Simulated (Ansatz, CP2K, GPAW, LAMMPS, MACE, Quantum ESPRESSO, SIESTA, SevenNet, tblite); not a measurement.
**A faulty GPAW run on glassy 83P2O5-8BaO-8K2O (mol %) (75 atoms)**

Program: GPAW 26.7.0, a calculation on a cell of 20 P, 1 Ba, 2 K and 52 O, 13.9 Å³ an atom.

Input file run.py:

```python
import numpy as np
from ase.io import read
from gpaw import GPAW, FermiDirac

atoms = read("structure.xyz")
atoms.calc = GPAW(
    mode="lcao",
    basis="dzp",
    h=0.18,
    xc="PBE96",
    kpts={"size": (1, 1, 1), "gamma": True},
    occupations=FermiDirac(0.05),
    maxiter=60,
    symmetry={"point_group": False},
    txt="gpaw.txt",
)
energy = atoms.get_potential_energy(force_consistent=True)
forces = atoms.get_forces()
print(f"energy {energy:.6f} eV")
print("forces (eV/A)")
for i, (a, f) in enumerate(zip(atoms, forces)):
    print(f"{i:4d} {a.symbol:2s} {f[0]:10.5f} {f[1]:10.5f} {f[2]:10.5f}")
print(f"Fermi level {atoms.calc.get_fermi_level():.4f} eV")
for k in range(len(atoms.calc.get_ibz_k_points())):
    for s in range(atoms.calc.get_number_of_spins()):
        e = atoms.calc.get_eigenvalues(kpt=k, spin=s)
        n = np.searchsorted(e, atoms.calc.get_fermi_level())
        print(f"k {k} spin {s} levels about the Fermi level:", np.round(e[max(n - 6, 0):n], 4).tolist(), "|", np.round(e[n:n + 6], 4).tolist())
```

Input file structure.xyz:

```xyz
75
Lattice="10.13964 0.00000 0.00000 0.00000 10.13964 0.00000 0.00000 0.00000 10.13964" Properties=species:S:1:pos:R:3 pbc="T T T"
P 0.89918 6.23263 6.16064
P 6.53530 1.09944 8.88496
P 2.82105 1.21706 0.84909
P 8.22365 5.99395 4.93456
P 4.69161 5.37888 2.58145
P 3.06937 4.16638 0.18738
P 5.03433 7.84646 8.14081
P 4.74637 4.81734 7.75155
P 10.05528 7.93143 8.52561
P 6.65992 8.43456 5.57335
[... 61 atom lines left out ...]
O 8.49073 8.90331 3.52018
O 0.48001 3.68201 3.13538
O 1.65438 6.85916 1.68460
O 6.52608 0.46815 2.27108
```

Command:

```bash
$ OMP_NUM_THREADS=1 python run.py > output.txt
```

Output:

```text
ValueError: not enough values to unpack (expected 2, got 1)
NameError: Unknown functional: PBE96.
```

gpaw.txt:

```text
Input parameters:
  mode=LCAO(),
  basis={'default': 'dzp'},
  h=0.18,
  kpts=MonkhorstPack(size=(1, 1, 1), gamma=True),
  maxiter=60,
  occupations=Occupations(name='fermi-dirac', width=0.05, fixmagmom=False),
  symmetry=Symmetry(point_group=False),
  xc=XC(name='PBE96')
timing:  # [seconds]
  Total: 0.032  # ━━━━━━━━━━━━━━━━━━━━━━━━━━━━━━━━━━━━━━━━━━━━━━━━━━━━━━━━━━━
  Init:  0.009  # ━━━━━━━━━━━━━━━━━
```

Elapsed: 1.4 s, on 1 thread of Arm Neoverse V1, shared host; peak memory 0.11 GiB.

Banners, paths, timers and routine set-up lines are dropped from the logs unmarked, and long logs keep their key lines alone; longer cuts are marked.

Q: Find the fault and mend it.

An unknown functional: functional PBE96.

The program stopped at the start.

[Also dropped from logs without a mark: logging warnings of Python, and SIESTA's first energy breakdown and zero terms.]

[Logs are printed without paths, hosts, clocks, repeated set-up lines and the standing remarks that a program may print on its own settings, such as how far it seeks lower states.]

[Hosts, paths, dates, database ids (printed as entryN), source tags and the programs' standing remarks are cut or masked in the printed files.]
